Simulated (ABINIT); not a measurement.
# A GW chain in ABINIT: SrTiO3 (Tausonite)

How does a plane-wave GW calculation on SrTiO3 (Tausonite) run from the first input to the gap?

Main program and level: ABINIT 10.8.3; PBE and many-body steps on it, plane waves.

**Experimental background.**

- Gap 3.77 eV: direct gap (M0 critical point); spectroscopic ellipsometry, second-derivative fit; 300 K; bulk crystal (commercial single crystal) (“Optical probe of ferroelectric order in bulk and thin film perovskite titanates”, 2013, arxiv:1309.1245).

Most raw output is cut from this account.

### 1. Starting point

Symmetry: Pm-3m, No. 221, cubic system. The conventional cell has a = 3.905 Å, b = 3.905 Å, c = 3.905 Å, α = 90.00°, β = 90.00°, γ = 90.00°. Nearest to Sr lie 12 O at 2.76 Å. Ti has 6 O at 1.95 Å nearest. O has 2 Ti at 1.95 Å and 4 Sr at 2.76 Å nearest. Farther neighbours and most contacts between anions are not listed.

Coordinates:

```cif
data_structure
_symmetry_space_group_name_H-M 'Pm-3m'
_symmetry_Int_Tables_number 221
_cell_length_a 3.9053
_cell_length_b 3.9053
_cell_length_c 3.9053
_cell_angle_alpha 90.000
_cell_angle_beta 90.000
_cell_angle_gamma 90.000
_cell_volume 59.56
loop_
_atom_site_label
_atom_site_type_symbol
_atom_site_symmetry_multiplicity
_atom_site_Wyckoff_symbol
_atom_site_fract_x
_atom_site_fract_y
_atom_site_fract_z
_atom_site_occupancy
Sr1 Sr 1 b 0.50000 0.50000 0.50000 1
Ti1 Ti 1 a 0.00000 0.00000 0.00000 1
O1 O 3 d 0.50000 0.00000 0.00000 1
```

The cell and positions come from the Crystallography Open Database and are kept as given unless a step says otherwise.

### 2. Ground state

This step: ABINIT 10.8.3; DFT, PBE, plane waves, norm-conserving pseudopotentials.

The ground-state density comes first.

run.abi

```
acell 3*1.0 Angstrom
rprim 
  3.905280000000 0.000000000000 0.000000000000
  0.000000000000 3.905280000000 0.000000000000
  0.000000000000 0.000000000000 3.905280000000
ntypat 3
znucl 38 22 8
natom 5
typat 1 2 3 3 3
xred 
  0.500000000000 0.500000000000 0.500000000000
  0.000000000000 0.000000000000 0.000000000000
  0.500000000000 0.000000000000 0.000000000000
  0.000000000000 0.500000000000 0.000000000000
  0.000000000000 0.000000000000 0.500000000000
pp_dirpath "pseudos"
pseudos "Sr.upf, Ti.upf, O.upf"
ecut 38
ngkpt 6 6 6
nshiftk 1
shiftk 0 0 0
kptopt 1
chksymbreak 0
nband 26
occopt 1
tolvrs 1e-10
nstep 60
prtwf 0
optforces 0
optstress 0
indata_prefix "in"
outdata_prefix "out"
tmpdata_prefix "tmp"
```

Started as:

```
OMP_NUM_THREADS=1 mpirun -n 4 abinit run.abi > log
```

Run time: 59 s. Hardware: 4 MPI ranks of Arm Neoverse N1, shared host; peak memory 0.34 GiB; 3.9 min of CPU time.

Numbers from this step:

| Property | Result |
| --- | --- |
| total energy | -3905.9454 eV |
| gap | 1.908 eV |
| k of the valence top | 0.5, 0.5, 0.5 |
| k of the conduction bottom | 0, 0, 0 |
| least direct gap | 2.263 eV |

The gap is indirect, with the least direct gap 0.36 eV higher.

### 3. Bands along the symmetry lines

Levels along a band path, at the cheap level, show where the edges lie and whether the meshes to come will hold them.

run.abi

```
acell 3*1.0 Angstrom
rprim 
  3.905280000000 0.000000000000 0.000000000000
  0.000000000000 3.905280000000 0.000000000000
  0.000000000000 0.000000000000 3.905280000000
ntypat 3
znucl 38 22 8
natom 5
typat 1 2 3 3 3
xred 
  0.500000000000 0.500000000000 0.500000000000
  0.000000000000 0.000000000000 0.000000000000
  0.500000000000 0.000000000000 0.000000000000
  0.000000000000 0.500000000000 0.000000000000
  0.000000000000 0.000000000000 0.500000000000
pp_dirpath "pseudos"
pseudos "Sr.upf, Ti.upf, O.upf"
ecut 38
iscf -2
irdden 1
kptopt 0
nkpt 50
kpt 
  0.00000000 0.00000000 0.00000000
  0.00000000 0.06250000 0.00000000
  0.00000000 0.12500000 0.00000000
  0.00000000 0.18750000 0.00000000
  0.00000000 0.25000000 0.00000000
  0.00000000 0.31250000 0.00000000
  0.00000000 0.37500000 0.00000000
  0.00000000 0.43750000 0.00000000
  0.00000000 0.50000000 0.00000000
  0.06250000 0.50000000 0.00000000
  0.12500000 0.50000000 0.00000000
  0.18750000 0.50000000 0.00000000
  0.25000000 0.50000000 0.00000000
  0.31250000 0.50000000 0.00000000
  0.37500000 0.50000000 0.00000000
  0.43750000 0.50000000 0.00000000
  0.50000000 0.50000000 0.00000000
  0.43750000 0.43750000 0.00000000
  0.37500000 0.37500000 0.00000000
  0.31250000 0.31250000 0.00000000
  0.25000000 0.25000000 0.00000000
  0.18750000 0.18750000 0.00000000
  0.12500000 0.12500000 0.00000000
  0.06250000 0.06250000 0.00000000
  0.00000000 0.00000000 0.00000000
  0.06250000 0.06250000 0.06250000
  0.12500000 0.12500000 0.12500000
  0.18750000 0.18750000 0.18750000
  0.25000000 0.25000000 0.25000000
  0.31250000 0.31250000 0.31250000
  0.37500000 0.37500000 0.37500000
  0.43750000 0.43750000 0.43750000
  0.50000000 0.50000000 0.50000000
  0.43750000 0.50000000 0.43750000
  0.37500000 0.50000000 0.37500000
  0.31250000 0.50000000 0.31250000
  0.25000000 0.50000000 0.25000000
  0.18750000 0.50000000 0.18750000
  0.12500000 0.50000000 0.12500000
  0.06250000 0.50000000 0.06250000
  0.00000000 0.50000000 0.00000000
  0.50000000 0.50000000 0.50000000
  0.50000000 0.50000000 0.43750000
  0.50000000 0.50000000 0.37500000
  0.50000000 0.50000000 0.31250000
  0.50000000 0.50000000 0.25000000
  0.50000000 0.50000000 0.18750000
  0.50000000 0.50000000 0.12500000
  0.50000000 0.50000000 0.06250000
  0.50000000 0.50000000 0.00000000
istwfk *1
nband 31
nbdbuf 6
tolwfr 1e-07
nstep 50
prtwf 0
prtvol 0
indata_prefix "in"
outdata_prefix "out"
tmpdata_prefix "tmp"
```

Run time: 62 s. Hardware: 4 MPI ranks; peak memory 0.37 GiB.

This step gave:

```yaml
gap: 1.908 eV
k_of_the_valence_top: 0.5, 0.5, 0.5
k_of_the_conduction_bottom: 0, 0, 0
least_direct_gap: 2.263 eV
```

The gap is 1.908 eV, as in the run before at this level.

Electronic bands along the path, in eV, zero at the top of the highest filled band:

```csv
point,band 17,band 18,band 19,band 20,band 21,band 22,band 23,band 24
Γ,-1.17,-0.36,-0.36,-0.36,1.91,1.91,1.91,4.39
halfway,-1.66,-1.60,-0.60,-0.60,1.99,2.96,2.96,4.40
X,-2.34,-1.96,-0.73,-0.73,2.07,3.83,3.83,4.40
halfway,-1.86,-1.45,-1.32,-0.63,3.03,3.83,3.96,5.14
M,-1.72,-1.55,-1.55,-0.09,3.84,3.84,4.30,5.37
halfway,-1.70,-1.35,-1.06,-0.73,2.92,3.06,3.34,5.02
Γ,-1.17,-0.36,-0.36,-0.36,1.91,1.91,1.91,4.39
halfway,-2.78,-0.92,-0.92,-0.62,3.40,3.45,3.45,6.54
R,-3.71,0.00,0.00,0.00,4.52,4.52,4.52,7.00
halfway,-2.71,-0.94,-0.80,-0.52,3.53,4.03,4.05,6.50
X,-2.34,-1.96,-0.73,-0.73,2.07,3.83,3.83,4.40
jump to R,-3.71,0.00,0.00,0.00,4.52,4.52,4.52,7.00
halfway,-3.15,-0.66,-0.66,-0.04,4.12,4.12,4.41,6.82
M,-1.72,-1.55,-1.55,-0.09,3.84,3.84,4.30,5.37
```

### 4. Empty states on the mesh, 4×4×4 mesh, 155 bands

The sums over transitions need many empty states on a uniform mesh; this step solves for them.

run.abi

```
acell 3*1.0 Angstrom
rprim 
  3.905280000000 0.000000000000 0.000000000000
  0.000000000000 3.905280000000 0.000000000000
  0.000000000000 0.000000000000 3.905280000000
ntypat 3
znucl 38 22 8
natom 5
typat 1 2 3 3 3
xred 
  0.500000000000 0.500000000000 0.500000000000
  0.000000000000 0.000000000000 0.000000000000
  0.500000000000 0.000000000000 0.000000000000
  0.000000000000 0.500000000000 0.000000000000
  0.000000000000 0.000000000000 0.500000000000
pp_dirpath "pseudos"
pseudos "Sr.upf, Ti.upf, O.upf"
ecut 38
ngkpt 4 4 4
nshiftk 1
shiftk 0 0 0
kptopt 1
chksymbreak 0
irdden 1
istwfk *1
nband 155
prtvol 0
optdriver 6
gwr_task "HDIAGO"
paral_kgb 0
occopt 1
indata_prefix "in"
outdata_prefix "out"
tmpdata_prefix "tmp"
```

The job ended after 4.8 min (4 MPI ranks; peak memory 4.6 GiB).

Numbers from this step:

| Item | Value |
| --- | --- |
| gap | 1.908 eV |
| k of the valence top | 0.5, 0.5, 0.5 |
| k of the conduction bottom | 0, 0, 0 |
| least direct gap | 2.263 eV |
| k points computed | 10 |
| lowest point of the top converged band, above the valence top | 83.6462 eV |

On this mesh the gap is 1.908 eV.

### 5. Screening, 4×4×4 mesh, 147 bands, screening to 130.6 eV

The RPA dielectric matrix is built and inverted for each q.

This step: RPA screening on PBE, plane waves, norm-conserving pseudopotentials.

Changes to run.abi since step 4:

```diff
@@ -23,10 +23,11 @@
 chksymbreak 0
-irdden 1
 istwfk *1
-nband 155
-prtvol 0
-optdriver 6
-gwr_task "HDIAGO"
-paral_kgb 0
 occopt 1
+irdwfk 1
+optdriver 3
+nband 147
+ecuteps 4.8
+inclvkb 2
+awtr 1
+symchi 1
 indata_prefix "in"
```

Wall time 2.9 min (4 MPI ranks); peak memory 1.2 GiB.

Numbers from this step:

```yaml
eps_infinity_with_local_fields_on_this_mesh_along_the_program_s_q_direction: 6.412
the_same_without_local_fields: 6.773
plasma_frequency: 30.43 eV
plane_waves_in_the_screening_matrix: 203
```

Local fields lower ε∞ by 5 %. On a Γ-centred mesh this coarse the value itself is usually too large, while a short band sum pulls it down.

### 6. Self-energy, 4×4×4 mesh, 147 bands, screening to 130.6 eV

The self-energy is evaluated for the states that the input lists, and the levels follow from it, in one-shot runs by the linearised quasiparticle equation.

This step: G0W0 on PBE, plane waves, norm-conserving pseudopotentials.

Changes to run.abi since step 5:

```diff
@@ -26,8 +26,33 @@
 irdwfk 1
-optdriver 3
+optdriver 4
 nband 147
+gwcalctyp 0
+ecutsigx 38
+symsigma 1
+nkptgw 10
+kptgw 
+  0.0000000000 0.0000000000 0.0000000000
+  0.2500000000 0.0000000000 0.0000000000
+  0.5000000000 0.0000000000 0.0000000000
+  0.2500000000 0.2500000000 0.0000000000
+  0.5000000000 0.2500000000 0.0000000000
+  0.5000000000 0.5000000000 0.0000000000
+  0.2500000000 0.2500000000 0.2500000000
+  0.5000000000 0.2500000000 0.2500000000
+  0.5000000000 0.5000000000 0.2500000000
+  0.5000000000 0.5000000000 0.5000000000
+bdgw 
+  12 31
+  12 31
+  12 31
+  12 31
+  12 31
+  12 31
+  12 31
+  12 31
+  12 31
+  12 31
 ecuteps 4.8
-inclvkb 2
-awtr 1
-symchi 1
+irdscr 1
+ppmodel 1
 indata_prefix "in"
```

Run time: 11 min. Hardware: 4 MPI ranks; peak memory 2.1 GiB.

This step gave:

| Quantity | Value |
| --- | --- |
| G0W0 gap on the mesh | 3.473 eV |
| starting gap on the mesh | 1.908 eV |
| k of the valence top | 0.5, 0.5, 0.5 |
| k of the conduction bottom | 0, 0, 0 |
| Z at the valence top | 0.77 |
| Z at the conduction bottom | 0.783 |
| least direct G0W0 gap on the computed points | 3.838 eV |

The gap on the mesh goes from 1.91 eV to 3.47 eV, a correction of +1.57 eV.

Limits: finite bands, cutoff and mesh; no spin-orbit coupling; coarse k mesh. v1 is the top filled band, c1 the lowest empty one. Levels before and after the correction, in eV, zero at the valence-band top of each column:

```csv
,conduction bottom,valence top
Kohn-Sham,1.91,0.00
G0W0,3.47,0.00
```

```csv
,level,energy (eV)
Kohn-Sham,Γ v3-v1,-0.355
Kohn-Sham,Γ c1-c3,1.908
Kohn-Sham,(0.5 0.5 0.5) v3-v1,0.000
Kohn-Sham,(0.5 0.5 0.5) c1-c3,4.517
G0W0,Γ v3-v1,-0.365
G0W0,Γ c1-c3,3.473
G0W0,(0.5 0.5 0.5) v3-v1,0.000
G0W0,(0.5 0.5 0.5) c1-c3,6.391
```

### 7. Where the time went

Times are wall times on 4 MPI ranks of Arm Neoverse N1, shared host, good to a factor of about two.

```csv
step,time,share,memory (GiB)
ground state,59 s,5 %,0.34
bands along the symmetry lines,62 s,5 %,0.37
empty states on the mesh,4.8 min,23 %,4.6
screening,2.9 min,14 %,1.2
self-energy,11 min,54 %,2.1
```

### 8. Summary of results

```
PBE gap              : 1.91 eV, indirect
G0W0 gap on the mesh : 3.47 eV
GW settings          : 4×4×4 mesh, 147 bands, screening to 130.6 eV, Godby-Needs plasmon pole
known limits         : not at the basis limit; no spin-orbit coupling; coarse k mesh
```

G0W0 moves the gap on the mesh from 1.91 eV to 3.47 eV (+1.57 eV), with Z of 0.77 and 0.78 at the edges. Local fields lower the RPA ε∞ on this mesh from 6.77 to 6.41; a Γ-centred mesh this coarse tends to raise both, most where the direct gap is narrow, while a short band sum lowers them. The dearest step here is «self-energy». Against experiment, by G0W0@PBE: the direct gap of 3.84 eV lies +0.07 eV from the measured 3.77 eV (direct, 300 K, 2013). An exciton line or allowed optical edge lies below the quasiparticle gap by the binding energy; a forbidden edge can push the onset above it. The calculation has static nuclei and no excitons; a measured gap holds zero-point and thermal motion, which mostly lowers it. Bands and cutoff are finite, so the gap is not at the basis limit. The miss can reach some tenths of an eV and take either sign; the mesh is an error of its own. The 4×4×4 mesh is coarse for this cell, which bears on the long-range parts of exchange and screening. This is the ideal cubic cell; many perovskites, halides above all, are cubic only on average, and local tilts or off-centring can widen the gap. The many-body steps are scalar-relativistic: spin-orbit coupling is not in them.

[Paths, hosts, dates, memory and timing lines, banners, echoed tables and standing remarks are left out of the program output.]

[Logs are printed without paths, hosts, clocks, repeated set-up lines and the standing remarks that a program may print on its own settings, such as how far it seeks lower states.]

[Runs of the session that timed out or met a known fault of the program may be left out.]

[Hosts, paths, dates, database ids (printed as entryN), source tags and the programs' standing remarks are cut or masked in the printed files.]

[G0W0 gaps are taken among the corrected bands and points alone; a level outside them can change the order at an edge.]

[Where Ansatz stands beside ABINIT at settings called matched, ABINIT's density can come from a denser mesh and the files from another edition; pairs whose starting gaps differed by over 0.03 eV were left out, so agreement reads better than it is.]
